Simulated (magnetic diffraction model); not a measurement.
## Solving a magnetic structure from powder neutron data: DyVPd

Space group P-62m (no. 189), a = 7.1380 Å, c = 3.4000 Å.

```
site  atom    x       y    z
  3g    Dy    0  0.5883  1/2
  2c    Pd  2/3     1/3    0
  1b    Pd    0       0  1/2
  3f     V    0  0.2414    0
```

This is a made-up structure (elements placed in a structure type, unrelaxed), so the numbers test the method and describe no known phase.

Only Dy is taken to order (form factors of Dy3+); orders and moment sizes are assumed, and not adapted to the symmetry. Radiation: neutrons of λ = 2.0775 Å (absorption by Dy left out), 3° to 65°; isotropic B of 0.48 Å² (Dy), 0.5 Å² (Pd) and 0.81 Å² (V). Simulated constant-wavelength pattern: nuclear and magnetic terms add, the magnetic one as |2.695 fm × Σ f S⊥ exp(2πi Q·r) exp(−B s²)|², summed over all Q at one angle with the factor 1/(sin²θ cos θ). For collinear order S is the moment m, which repeats by lattice and centring translations R with the sign exp(−2πi k·R). Free-ion form factors, Sears's scattering lengths of 1992, no absorption; a label names one of the reflections at its angle. The strongest nuclear line in the range is 100, and lines under 0.2 are left out.

Above the ordering temperature:

```
2θ (°)    index      I
 19.35  (1 0 0)   25.1
 33.84  (1 1 0)   64.8
 35.58  (0 0 1)   36.3
 39.28  (2 0 0)   44.9
 49.92  (1 1 1)  100.0
 52.79  (2 1 0)   26.3
 54.02  (2 0 1)   91.7
 60.55  (3 0 0)   28.4
```

Below it (cell unchanged):

```csv
2θ (°),I
19.35,25.1
20.08,53.7
24.36,32.5
31.30,85.8
33.84,64.8
34.28,0.9
35.58,36.3
39.28,44.9
39.66,13.4
46.76,1.7
48.94,13.2
49.92,100.0
52.79,26.3
53.10,9.3
54.02,91.7
55.10,16.5
55.54,6.6
57.48,5.2
58.96,6.4
60.55,28.4
61.24,25.4
63.07,0.4
64.47,9.4
```

**Question.** Check that the new lines index with k = (1/2 0 1/2), then choose among these models:
A. collinear moments along [120], 6.2 μB on Dy; signs + at (0, 0.5883, 1/2), + at (0.4117, 0.4117, 1/2), + at (0.5883, 0, 1/2)
B. collinear moments along [120], 6.2 μB on Dy; signs + at (0, 0.5883, 1/2), + at (0.4117, 0.4117, 1/2), − at (0.5883, 0, 1/2)
C. collinear moments along [100], 6.2 μB on Dy; signs + at (0, 0.5883, 1/2), + at (0.4117, 0.4117, 1/2), + at (0.5883, 0, 1/2)
D. collinear moments along [100], 6.2 μB on Dy; signs + at (0, 0.5883, 1/2), + at (0.4117, 0.4117, 1/2), − at (0.5883, 0, 1/2)

The new lines index as (1/2 0 1/2) at 20.08°, (1/2 -1 1/2) at 24.36°, (1/2 1 1/2) at 31.30° and (3/2 0 1/2) at 34.28°, that is as H ± k with k = (1/2 0 1/2), one of 3 inequivalent arms of its star (k and −k counted as one), which a powder can't tell apart. Half indices mean that the moments reverse under translations with k·R a half-integer, and the magnetic cell has twice the primitive volume.

Magnetic intensity, observed (below minus above) and for each model:

| 2θ (°) | index | observed | A | B | C | D |
| --- | --- | --- | --- | --- | --- | --- |
| 20.08 | (1/2 0 1/2) | 53.7 | 120.2 | 61.3 | 105.4 | 53.7 |
| 24.36 | (1/2 -1 1/2) | 32.5 | 11.6 | 23.8 | 15.9 | 32.5 |
| 31.30 | (1/2 1 1/2) | 85.8 | 21.7 | 92.3 | 37.0 | 85.8 |
| 34.28 | (3/2 0 1/2) | 0.9 | 19.8 | 1.6 | 10.9 | 0.9 |
| 39.66 | (3/2 -2 1/2) | 13.4 | 34.0 | 7.5 | 36.1 | 13.4 |
| 46.76 | (3/2 1 1/2) | 1.7 | 31.1 | 2.9 | 9.8 | 1.7 |
| 53.10 | (5/2 0 1/2) | 9.3 | 2.8 | 21.4 | 1.2 | 9.3 |
| 61.24 | (1/2 1 3/2) | 25.4 | 8.0 | 25.8 | 8.9 | 25.4 |

Model D matches.

The structure used: k = (1/2 0 1/2), collinear moments along [100], 6.2 μB on Dy; signs + at (0, 0.5883, 1/2), + at (0.4117, 0.4117, 1/2), − at (0.5883, 0, 1/2).

[Logs are printed without paths, hosts, clocks, repeated set-up lines and the standing remarks that a program may print on its own settings, such as how far it seeks lower states.]
